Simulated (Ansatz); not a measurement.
Rows from a G0W0 calculation on MoS2 (layered bulk) (P6_3/mmc) (Ansatz 0.2.0; G0W0 on PBEsol, plane waves, PAW; PAW set soft_1; 9×9×2 mesh, 408 empty bands, screening to 150 eV, PAW set soft_1 files), in eV. Spin-orbit coupling is left out.

| row | k | band | start | Σx | Σc at the solution | Vxc |
| --- | --- | --- | --- | --- | --- | --- |
| A | (0.111, 0.222, 0.000) | c2 | 14.067 | -14.873 | -4.574 | -19.871 |
| B | Γ | c1 | 14.522 | -13.853 | -4.399 | -18.597 |
| C | (0.111, 0.222, 0.000) | c1 | 13.131 | -13.691 | -3.916 | -17.944 |
| D | Γ | v1 | 12.488 | -19.717 | 0.323 | -19.338 |
| E | (0.111, 0.222, 0.000) | v1 | 10.775 | -19.779 | 1.239 | -18.516 |
| F | Γ | v2 | 11.524 | -18.642 | 1.674 | -16.537 |

Q: Work out each quasiparticle level and how far it moved.

The quasiparticle equation reads E = start + Σx + Σc(E) − Vxc.

| row | E (eV) | shift (eV) |
| --- | --- | --- |
| A | 14.491 | +0.424 |
| B | 14.867 | +0.345 |
| C | 13.468 | +0.337 |
| D | 12.433 | −0.055 |
| E | 10.750 | −0.025 |
| F | 11.093 | −0.431 |

The gap over the computed points goes from 0.64 eV to 1.04 eV.

Limits: not at the basis limit; no spin-orbit coupling; coarse k mesh.

[Runs of the session that timed out or met a known fault of the program may be left out.]

[Cells called generated may have been cut or substituted from an entry of the Crystallography Open Database or the Materials Project.]

[Hosts, paths, dates, database ids (printed as entryN), source tags and the programs' standing remarks are cut or masked in the printed files.]
